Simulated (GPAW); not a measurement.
# benzoquinonedithiol between two Ir chains: transmission at several levels, part 2 of 2

How well does benzoquinonedithiol between two Ir chains conduct at low bias, and how far do basis and functional move the answer?

GPAW 26.7.0; GPAW LCAO, PAW setups; Landauer transmission from Green's functions with principal layers (ASE), zero bias.

So far, transmission at the Fermi level (one spin): step 2 (double-zeta polarised basis, PBE, GPAW) 0.211; step 3 (basis szp(dzp), PBE, GPAW) 0.0696; step 4 (basis sz(dzp), PBE, GPAW) 0.0346; step 5 (LDA) 0.223.

## 8. SCF mesh 1×1×6 (continued)

The transmission of the three most open eigenchannels by energy, zero at the Fermi level:

| energy (eV) | channel 1 | channel 2 | channel 3 |
| --- | --- | --- | --- |
| -2.00 | 0.0263 | 0.0112 | 4.5e-4 |
| -1.85 | 0.0411 | 0.0317 | 6.6e-4 |
| -1.70 | 0.0820 | 0.0577 | 9.0e-4 |
| -1.60 | 0.151 | 0.0645 | 0.00103 |
| -1.45 | 0.352 | 0.0644 | 0.00102 |
| -1.30 | 0.544 | 0.0796 | 4.3e-4 |
| -1.15 | 0.562 | 0.134 | 0.00159 |
| -1.05 | 0.613 | 0.182 | 0.0383 |
| -0.90 | 0.864 | 0.518 | 0.0723 |
| -0.75 | 0.840 | 0.396 | 0.0208 |
| -0.60 | 0.361 | 0.281 | 0.0116 |
| -0.50 | 0.238 | 0.232 | 0.00899 |
| -0.35 | 0.173 | 0.136 | 0.00690 |
| -0.20 | 0.169 | 0.126 | 0.00602 |
| -0.05 | 0.179 | 0.0645 | 0.00561 |
| 0.00 | 0.156 | 0.0475 | 0.00539 |
| 0.05 | 0.108 | 0.0322 | 0.00505 |
| 0.20 | 0.0125 | 0.00980 | 0.00370 |
| 0.35 | 0.00796 | 0.00267 | 1.3e-4 |
| 0.50 | 0.00515 | 0.00341 | 0.00193 |
| 0.60 | 0.0110 | 0.00389 | 0.00153 |
| 0.75 | 0.0361 | 0.00232 | 9.3e-4 |
| 0.90 | 0.105 | 6.5e-4 | 1.5e-4 |
| 1.05 | 0.344 | 4.4e-4 | 1.1e-4 |
| 1.15 | 0.748 | 3.4e-4 | 9.3e-5 |
| 1.30 | 0.849 | 2.2e-4 | 7.7e-5 |
| 1.45 | 0.377 | 1.3e-4 | 6.7e-5 |
| 1.60 | 0.176 | 7.3e-5 | 6.2e-5 |
| 1.70 | 0.108 | 6.1e-5 | 4.4e-5 |
| 1.85 | 0.0364 | 6.1e-5 | 1.3e-5 |
| 2.00 | 4.4e-5 | 3.0e-10 | 6.4e-11 |

The conductance, 0.201 G₀, lies 1.0 % below that of the dzp run.

## 9. A second varied run

A last run, with other settings again.

File run.py:

```python
import json
import numpy as np
from ase import Atoms
from ase.transport.calculators import TransportCalculator
from gpaw import GPAW, FermiDirac
from gpaw.lcao.tools import get_lcao_hamiltonian
from scipy.linalg import eigh

# The junction with lead layers at both ends, along the third cell vector
device = Atoms(
    ['Ir', 'Ir', 'Ir', 'Ir', 'Ir', 'Ir', 'Ir', 'S', 'H', 'C', 'C', 'O', 'C', 'C', 'O', 'C', 'C', 'H', 'S', 'Ir', 'Ir', 'Ir', 'Ir', 'Ir', 'Ir', 'Ir'],
    positions=[
        [5.86174, 4.50000, 1.15000],
        [5.86174, 4.50000, 3.45000],
        [5.86174, 4.50000, 5.75000],
        [5.86174, 4.50000, 8.05000],
        [5.86174, 4.50000, 10.35000],
        [5.86174, 4.50000, 12.65000],
        [5.86174, 4.50000, 14.95000],
        [4.94630, 4.49999, 17.16855],
        [7.58072, 4.49999, 18.37917],
        [5.49434, 4.49999, 18.81232],
        [6.79355, 4.49999, 19.12482],
        [3.25000, 4.49999, 19.67005],
        [4.45651, 4.49999, 19.88466],
        [7.26698, 4.49999, 20.52411],
        [8.47349, 4.49999, 20.73872],
        [4.92994, 4.49999, 21.28394],
        [6.22915, 4.50000, 21.59645],
        [4.14276, 4.50000, 22.02959],
        [6.77719, 4.50000, 23.24022],
        [5.86174, 4.50000, 25.45877],
        [5.86174, 4.50000, 27.75877],
        [5.86174, 4.50000, 30.05877],
        [5.86174, 4.50000, 32.35877],
        [5.86174, 4.50000, 34.65877],
        [5.86174, 4.50000, 36.95877],
        [5.86174, 4.50000, 39.25877]],
    cell=[[11.72349, 0.0, 0.0], [0.0, 9.0, 0.0], [0.0, 0.0, 40.40877]],
    pbc=True)

# One principal layer of the lead: the first 5 atoms of the device
lead = Atoms(
    ['Ir', 'Ir', 'Ir', 'Ir', 'Ir'],
    positions=[
        [5.86174, 4.50000, 1.15000],
        [5.86174, 4.50000, 3.45000],
        [5.86174, 4.50000, 5.75000],
        [5.86174, 4.50000, 8.05000],
        [5.86174, 4.50000, 10.35000]],
    cell=[[11.72349, 0.0, 0.0], [0.0, 9.0, 0.0], [0.0, 0.0, 11.5]],
    pbc=True)

settings = dict(mode='lcao', basis='dzp', xc='PBE', h=0.18,
                occupations=FermiDirac(0.1), maxiter=50,
                mixer=dict(beta=0.1, nmaxold=8, weight=100.0),
                convergence=dict(density=0.0001))
energies = np.arange(-2, 2 + 1e-9, 0.05)
eta = 0.2
n1, n2 = 1, 1
# k and -k transmit alike, so half of the mesh across the current serves
mesh = [(i, j) for i in range(n1) for j in range(n2) if (i, j) <= (-i % n1, -j % n2)]
weights = np.array([1 if (i, j) == (-i % n1, -j % n2) else 2 for i, j in mesh]) / (n1 * n2)

# [... helper functions left out ...]
fermi_lead = ground_state(lead, (1, 1, 10), 'lead.txt')
fermi_device = ground_state(device, (1, 1, 2), 'device.txt')
# [... loop over the mesh left out, but for ...]
        # Shift the lead onto the potential of the device's first layer
        shift = ((H[:, 0, 0] - H0[:, 0, 0]) / S0[0, 0]).real.mean()
# [...]
kT = 8.617333e-5 * 200
bias = [0.1, 0.2, 0.5, 1.0, 1.5, 2.0]
# [... integrals and printing left out ...]
```

On the command line:

```
OMP_NUM_THREADS=1 OPENBLAS_NUM_THREADS=1 python run.py
```

The job ended after 4.9 min (1 thread of Arm Neoverse V1, shared host; peak memory 2.5 GiB).

The run finished. A setting was moved off its sound value on purpose, so it serves as a test and not as the result.

The fault put into the input: a broadening of tenths of an eV (eta = 0.2).

Side by side:

| quantity | this run | sound run | difference |
| --- | --- | --- | --- |
| conductance (G₀) | 0.0044940 | 0.20339 | -0.199 |
| transmission at the Fermi level (one spin) | 0.0045065 | 0.21060 | -0.206 |

The two runs differ clearly in the transmission at the Fermi level (one spin): 0.00451 against 0.211.

## 10. Results

```yaml
conductance: 0.203 G₀
transmission_at_the_fermi_level_mean_of_the_spins: 0.211
```

**Reading.** In the dzp basis the junction conducts 0.203 G₀ at 200 K, with T = 0.211 a spin at the Fermi level; no smaller basis tried comes within 10 % of that conductance. At the Fermi level the three most open eigenchannels pass 0.16, 0.048 and 0.0054. Measured against the first run (dzp), the nearest curve is that of dzp-LDA (r.m.s. 0.061) and the farthest that of sz (0.32). Over the compared runs wall time goes from 150 s (sz) to 310 s (dzp), on a shared host. The geometry was built from estimated bond lengths and not relaxed, so the numbers describe this model structure. The run had no spin polarisation, so a magnetic state, which chains and small molecules with open shells often have, wasn't tested. Spin-orbit coupling is left out, which matters for the heavy atoms here. Semilocal functionals put molecular levels too near the Fermi level, so such conductances usually come out too high, and chain electrodes have a sharper density of states than real ones. An evenly spaced straight chain is an idealisation: free chains tend to dimerise, zigzag or, where a band edge lies near the Fermi level, turn magnetic. The currents use the zero-bias T(E) throughout, which holds only while the bias is small against the distance to the nearest feature. Within about eight thermal energies of the Fermi level ln T(E) bends sharply from one computed energy to the next, or the lead's channel count changes, so the thermal averages, above all the thermopower, rest on an interpolation that may be rough.

[Logs are printed without paths, hosts, clocks, repeated set-up lines and the standing remarks that a program may print on its own settings, such as how far it seeks lower states.]

[Hosts, paths, dates, database ids (printed as entryN), source tags and the programs' standing remarks are cut or masked in the printed files.]
